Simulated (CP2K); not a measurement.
The C K edge of trimethylsilane was computed by TDDFT (CP2K XAS_TDP, aug-pc-1, TDA) at these levels: PBEh(45%), PBEh(45%) + GW2X and PBEh(60%). The first three lines of C1 (bonded to Si and 3 H) with a strength over 0.0015, energy in eV and strength:

```csv
run,first,second,third
1,282.92 (0.003),283.69 (0.034),284.33 (0.004)
2,287.65 (0.004),288.32 (0.067),289.13 (0.005)
3,288.72 (0.003),289.49 (0.033),290.13 (0.004)
```

Which run is which?

Run 1: PBEh(45%) (45 % exact exchange). Run 2: PBEh(60%) (60 % exact exchange). Run 3: PBEh(45%) + GW2X (45 % exact exchange). Self-interaction lifts the core level, so the uncorrected lines rise with the share of exact exchange. The GW2X run keeps the spacings of its parent: 0.77 eV between the first two lines in run 3, 0.77 eV in run 1. Its shift is +5.80 eV, since the Kohn–Sham level at this share of exchange lies that far above the quasiparticle level.

[Banner, clock and machine lines of the logs are left out without a mark of their own.]

[Logs are printed without paths, hosts, clocks, repeated set-up lines and the standing remarks that a program may print on its own settings, such as how far it seeks lower states.]

[Hosts, paths, dates, database ids (printed as entryN), source tags and the programs' standing remarks are cut or masked in the printed files.]
